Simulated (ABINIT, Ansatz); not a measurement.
# InF3 (R-3c): G0W0 with ABINIT, start to end

Wanted: ground state, empty states, screening and self-energy for InF3 (R-3c).

Method: LDA and many-body steps on it, plane waves, in ABINIT 10.8.3.

**1. The structure**

Symmetry: R-3c, No. 167, trigonal system. Conventional cell: a = 5.204 Å, b = 5.204 Å, c = 14.723 Å, α = 90.00°, β = 90.00°, γ = 120.00°. Nearest to In lie 6 F at 2.08 Å. Nearest to F lie 2 In at 2.08 Å. Farther neighbours and most contacts between anions are not listed.

Structure file:

```cif
data_structure
_symmetry_space_group_name_H-M 'P 1'
_symmetry_Int_Tables_number 1
_cell_length_a 5.7543
_cell_length_b 5.7543
_cell_length_c 5.7543
_cell_angle_alpha 53.771
_cell_angle_beta 53.771
_cell_angle_gamma 53.771
_cell_volume 115.11
loop_
_atom_site_label
_atom_site_type_symbol
_atom_site_fract_x
_atom_site_fract_y
_atom_site_fract_z
_atom_site_occupancy
In1 In 0.50000 0.50000 0.50000 1
In2 In 0.00000 0.00000 0.00000 1
F3 F 0.39571 0.75000 0.10429 1
F4 F 0.75000 0.10429 0.39571 1
F5 F 0.89571 0.60429 0.25000 1
F6 F 0.25000 0.89571 0.60429 1
F7 F 0.60429 0.25000 0.89571 1
F8 F 0.10429 0.39571 0.75000 1
```

The cell and positions are those that the Materials Project relaxed with its own functionals (PBE, PBE+U or r2SCAN), kept fixed.

**2. Ground state**

This step: ABINIT 10.8.3; DFT, LDA, plane waves, norm-conserving pseudopotentials.

The ground-state density comes first.

Contents of run.abi:

```
acell 3*1.0 Angstrom
rprim 
  2.602141182914 1.502346912402 4.907506134507
  -2.602141182914 1.502346912402 4.907506134507
  0.000000000000 -3.004693824873 4.907506134486
ntypat 2
znucl 49 9
natom 8
typat 1 1 2 2 2 2 2 2
xred 
  0.500000000000 0.500000000000 0.500000000000
  -0.000000000000 0.000000000000 0.000000000000
  0.395709220000 0.750000000000 0.104290780000
  0.750000000000 0.104290780000 0.395709220000
  0.895709220000 0.604290780000 0.250000000000
  0.250000000000 0.895709220000 0.604290780000
  0.604290780000 0.250000000000 0.895709220000
  0.104290780000 0.395709220000 0.750000000000
pp_dirpath "pseudos"
pseudos "In.upf, F.upf"
ecut 36
ngkpt 6 6 6
nshiftk 1
shiftk 0 0 0
kptopt 1
chksymbreak 0
nband 50
occopt 1
tolvrs 1e-10
nstep 60
prtwf 0
optforces 0
optstress 0
indata_prefix "in"
outdata_prefix "out"
tmpdata_prefix "tmp"
```

Launch:

```console
> OMP_NUM_THREADS=1 mpirun -n 8 abinit run.abi > log
```

Numbers of over 12 decimals in the logs are rounded to 6 here.

What it wrote:

```text
.Version 10.8.3 of ABINIT. v10.8.2 released Aug 2026.

 Symmetries : space group R-3 c (#167); Bravais hR (rhombohedral)
================================================================================
 Values of the parameters that define the memory need of the present run
     intxc =       0    ionmov =       0      iscf =       7    lmnmax =       6
     lnmax =       6     mgfft =      60  mpssoang =       3    mqgrid =    3001
     natom =       8  nloc_mem =       1    nspden =       1   nspinor =       1
    nsppol =       1      nsym =      12    n1xccc =    2501    ntypat =       2
    occopt =       1   xclevel =       1
-    mband =          50        mffmem =           1         mkmem =           4
       mpw =        8032          nfft =      216000          nkpt =          32
================================================================================
  Rough estimation (10% accuracy) of disk space for files :
================================================================================

--------------------------------------------------------------------------------
------------- Echo of variables that govern the present computation ------------
--------------------------------------------------------------------------------
 -outvars: echo values of preprocessed input variables --------
            acell      1.8897261259E+00  1.8897261259E+00  1.8897261259E+00 Bohr

      chksymbreak           0
             ecut      3.60000000E+01 Hartree
-          fftalg         312

              ixc       -1012
              kpt      0.00000000E+00  0.00000000E+00  0.00000000E+00
                       1.66666667E-01  0.00000000E+00  0.00000000E+00
                       3.33333333E-01  0.00000000E+00  0.00000000E+00
                       5.00000000E-01  0.00000000E+00  0.00000000E+00
                       1.66666667E-01  1.66666667E-01  0.00000000E+00
                       3.33333333E-01  1.66666667E-01  0.00000000E+00
                       5.00000000E-01  1.66666667E-01  0.00000000E+00
                      -3.33333333E-01  1.66666667E-01  0.00000000E+00
                      -1.66666667E-01  1.66666667E-01  0.00000000E+00
   [... 21 further rows ...]
                      -3.33333333E-01  5.00000000E-01  3.33333333E-01
                       5.00000000E-01  5.00000000E-01  5.00000000E-01
         kptrlatt        6    0    0      0    6    0      0    0    6
          kptrlen      5.90080101E+01
P           mkmem           4
            natom           8
            nband          50
            ngfft          60      60      60
             nkpt          32
            nstep          60
             nsym          12
           ntypat           2
              occ      2.000000  2.000000  2.000000  2.000000  2.000000  2.000000
                       2.000000  2.000000  2.000000  2.000000  2.000000  2.000000
                       2.000000  2.000000  2.000000  2.000000  2.000000  2.000000
                       2.000000  2.000000  2.000000  2.000000  2.000000  2.000000
                       2.000000  2.000000  2.000000  2.000000  2.000000  2.000000
                       2.000000  2.000000  2.000000  2.000000  2.000000  2.000000
                       2.000000  2.000000  2.000000  2.000000  2.000000  2.000000
                       0.000000  0.000000  0.000000  0.000000  0.000000  0.000000
                       0.000000  0.000000
        optforces           0
        optstress           0
            prtwf           0
            rprim      2.6021411829E+00  1.5023469124E+00  4.9075061345E+00
[...]
spgroup         167

           tolvrs      1.00000000E-10

             xred      5.0000000000E-01  5.0000000000E-01  5.0000000000E-01
[...]
znucl       49.00000    9.00000

================================================================================

 chkinp: Checking input parameters for consistency.

================================================================================
== DATASET  1 ==================================================================
-   mpi_nproc: 8, omp_nthreads: 1 (-1 if OMP is not activated)

--- !DatasetInfo
iteration_state: {dtset: 1, }
dimensions: {natom: 8, nkpt: 32, mband: 50, nsppol: 1, nspinor: 1, nspden: 1, mpw: 8032, }
cutoff_energies: {ecut:  36.0, pawecutdg:  -1.0, }
electrons: {nelect:   8.40000000E+01, charge:   0.00000000E+00, occopt:   1.00000000E+00, tsmear:   1.00000000E-02, }

 Real(R)+Recip(G) space primitive vectors, cartesian coordinates (Bohr,Bohr^-1):
 R(1)=  4.9173342  2.8390242  9.2738426  G(1)=  0.1016811  0.0587056  0.0359434
 R(2)= -4.9173342  2.8390242  9.2738426  G(2)= -0.1016811  0.0587056  0.0359434
 R(3)=  0.0000000 -5.6780484  9.2738426  G(3)=  0.0000000 -0.1174112  0.0359434
 Unit cell volume ucvol=  7.7680102E+02 bohr^3
 Angles (23,13,12)=  5.37710328E+01  5.37710328E+01  5.37710328E+01 degrees

 getcut: wavevector=  0.0000  0.0000  0.0000  ngfft=  60  60  60
         ecut(hartree)=     36.000   => boxcut(ratio)=   2.04307

--- Pseudopotential description ------------------------------------------------
- In Generated using ONCVPSP code by D. R. Hamann
- 49.00000  21.00000  180309                  znucl, zion, pspdat
12 -1012 2 -1 1894                            pspcod,pspxc,lmax,lloc,mmax
     nproj     2     2     2
[...]
- F Generated using ONCVPSP code by D. R. Hamann
-  9.00000   7.00000  201202                  znucl, zion, pspdat
12 -1012 2 -1 824                             pspcod,pspxc,lmax,lloc,mmax
     nproj     2     2     1
  pspatm : epsatm=    4.94580260
         --- l  ekb(1:nproj) -->
[...]
2   -2.364936
 pspatm: atomic psp has been read  and splines computed

   8.19341384E+03                                ecore*ucvol(ha*bohr**3)
--------------------------------------------------------------------------------

_setup2: Arith. and geom. avg. npw (full set) are    8013.366    8013.359

================================================================================

--- !BeginCycle
iteration_state: {dtset: 1, }
solver: {iscf: 7, nstep: 60, nline: 4, wfoptalg: 0, }
tolerances: {tolvrs: 1.00E-10, }

     iter   Etot(hartree)      deltaE(h)  residm     vres2
 ETOT  1  -545.46213456308    -5.455E+02 3.046E-01 1.149E+03
 ETOT  2  -546.09317122073    -6.310E-01 1.628E-02 8.549E+02
 ETOT  3  -546.36643211483    -2.733E-01 5.687E-03 3.898E+01
 ETOT  4  -546.37292896730    -6.497E-03 4.686E-03 3.461E+00
 ETOT  5  -546.37370094839    -7.720E-04 1.040E-01 2.482E-01
 ETOT  6  -546.37373696117    -3.601E-05 3.522E-03 7.164E-03
 ETOT  7  -546.37373771437    -7.532E-07 5.349E-04 8.800E-05
 ETOT  8  -546.37373772314    -8.767E-09 5.601E-04 2.708E-06
 ETOT  9  -546.37373772359    -4.491E-10 2.336E-04 1.324E-07
 ETOT 10  -546.37373772360    -1.512E-11 3.550E-04 2.167E-09
 ETOT 11  -546.37373772361    -1.182E-11 1.630E-04 1.299E-10
 ETOT 12  -546.37373772364    -2.467E-11 2.375E-04 2.177E-11

 At SCF step   12       vres2   =  2.18E-11 < tolvrs=  1.00E-10 =>converged.

--- !ResultsGS
iteration_state: {dtset: 1, }
comment   : Summary of ground state results
lattice_vectors:
- [  4.9173342,   2.8390242,   9.2738426, ]
- [ -4.9173342,   2.8390242,   9.2738426, ]
- [  0.0000000,  -5.6780484,   9.2738426, ]
lattice_lengths: [  10.87402,   10.87402,   10.87402, ]
lattice_angles: [ 53.771,  53.771,  53.771, ] # degrees, (23, 13, 12)
lattice_volume:   7.7680102E+02
convergence: {deltae: -2.467E-11, res2:  2.177E-11, residm:  2.375E-04, diffor:  0.000E+00, }
etotal    :  -5.46373738E+02
entropy   :   0.00000000E+00
fermie    :  -3.76471001E-02
cartesian_stress_tensor: null
pressure_GPa: null
xred      :
- [  5.0000E-01,   5.0000E-01,   5.0000E-01, In]
- [  0.0000E+00,   0.0000E+00,   0.0000E+00, In]
- [  3.9571E-01,   7.5000E-01,   1.0429E-01,  F]
- [  7.5000E-01,   1.0429E-01,   3.9571E-01,  F]
- [  8.9571E-01,   6.0429E-01,   2.5000E-01,  F]
- [  2.5000E-01,   8.9571E-01,   6.0429E-01,  F]
- [  6.0429E-01,   2.5000E-01,   8.9571E-01,  F]
- [  1.0429E-01,   3.9571E-01,   7.5000E-01,  F]
cartesian_forces: null
force_length_stats: {min: null, max: null, mean: null, }

 Integrated electronic density in atomic spheres:
 ------------------------------------------------
 Atom  Sphere_radius  Integrated_density
[...]
================================================================================

 ----iterations are completed or convergence reached----

 Mean square residual over all n,k,spin=   52.982E-08; max=  23.746E-05
 reduced coordinates (array xred) for    8 atoms
[...]
0.750000000000      0.104290780000      0.395709220000
       0.895709220000      0.604290780000      0.250000000000
       0.250000000000      0.895709220000      0.604290780000
       0.604290780000      0.250000000000      0.895709220000
       0.104290780000      0.395709220000      0.750000000000
 rms dE/dt=  0.0000E+00; max dE/dt=  0.0000E+00; dE/dt below (all hartree)
    1       0.000000000000      0.000000000000      0.000000000000
    2       0.000000000000      0.000000000000      0.000000000000
    3       0.000000000000      0.000000000000      0.000000000000
    4       0.000000000000      0.000000000000      0.000000000000
    5       0.000000000000      0.000000000000      0.000000000000
    6       0.000000000000      0.000000000000      0.000000000000
    7       0.000000000000      0.000000000000      0.000000000000
    8       0.000000000000      0.000000000000      0.000000000000

 cartesian coordinates (angstrom) at end:
    1      0.000000    -3.45e-11     7.361259
    2      0.000000     0.000000     0.000000
    3     -0.921915     1.407891     6.134383
    4      1.680227     0.094456     6.134383
    5      0.758312     1.502347     8.588136
    6     -1.680227    -0.094456     8.588136
    7      0.921915    -1.407891     8.588136
    8     -0.758312    -1.502347     6.134383
 length scales=  1.889726125908  1.889726125908  1.889726125908 bohr
              =  1.000000000000  1.000000000000  1.000000000000 angstroms
 prteigrs : about to open file out_EIG
 Fermi (or HOMO) energy (hartree) =  -0.03765   Average Vxc (hartree)=  -0.37863
 Eigenvalues (hartree) for nkpt=  32  k points:
 kpt#   1, nband= 50, wtk=  0.00463, kpt=  0.0000  0.0000  0.0000 (reduced coord)
  -4.11497   -4.11496   -2.59421   -2.59421   -2.59419   -2.59419   -2.59355   -2.59352
  -0.77003   -0.75295   -0.75295   -0.74826   -0.74452   -0.74452   -0.44002   -0.44002
  -0.42236   -0.42236   -0.42146   -0.41613   -0.41592   -0.41592   -0.39554   -0.39554
  -0.22822   -0.15250   -0.15250   -0.13983   -0.08876   -0.08417   -0.08378   -0.07897
  -0.07897   -0.05970   -0.05970   -0.04857   -0.04603   -0.04603   -0.04414   -0.04414
  -0.03882   -0.03882    0.10973    0.30850    0.34547    0.38581    0.38581    0.42215
   0.45541    0.45542
 prteigrs : prtvol=0 or 1, do not print more k-points.

--- !EnergyTerms
iteration_state     : {dtset: 1, }
comment             : Components of total free energy in Hartree
kinetic             :  2.32605056742680E+02
hartree             :  1.93907985808891E+02
xc                  : -8.82137429969643E+01
Ewald energy        : -2.90113483395514E+02
psp_core            :  1.05476352476352E+01
local_psp           : -5.54038878926755E+02
non_local_psp       : -5.10683102036109E+01
total_energy        : -5.46373737723637E+02
total_energy_eV     : -1.48675868118582E+04
band_energy         : -6.80586171351134E+01

== END DATASET(S) ==============================================================
================================================================================

 -outvars: echo values of variables after computation  --------
           etotal     -5.4637373772E+02
            nband          50
             nkpt          32
          spgroup         167
 [... the other variables as echoed above ...]

 Calculation completed.
```

Wall time 2.3 min (8 MPI ranks of Arm Neoverse V1, shared host); peak memory 1 GiB; 19 min of CPU time.

Numbers from this step:

| Quantity | Value |
| --- | --- |
| total energy | -14867.5868 eV |
| gap | 4.010 eV |
| k of the valence top | 0.5, 0.5, 0 |
| k of the conduction bottom | 0, 0, 0 |
| least direct gap | 4.042 eV |

The gap is indirect, with the least direct gap 0.03 eV higher.

(Continued in part 2 of 3.)

[Paths, hosts, dates, memory and timing lines, banners, echoed tables and standing remarks are left out of the program output.]

[Logs are printed without paths, hosts, clocks, repeated set-up lines and the standing remarks that a program may print on its own settings, such as how far it seeks lower states.]

[Runs of the session that timed out or met a known fault of the program may be left out.]

[Hosts, paths, dates, database ids (printed as entryN), source tags and the programs' standing remarks are cut or masked in the printed files.]

[G0W0 gaps are taken among the corrected bands and points alone; a level outside them can change the order at an edge.]

[Where Ansatz stands beside ABINIT at settings called matched, ABINIT's density can come from a denser mesh and the files from another edition; pairs whose starting gaps differed by over 0.03 eV were left out, so agreement reads better than it is.]
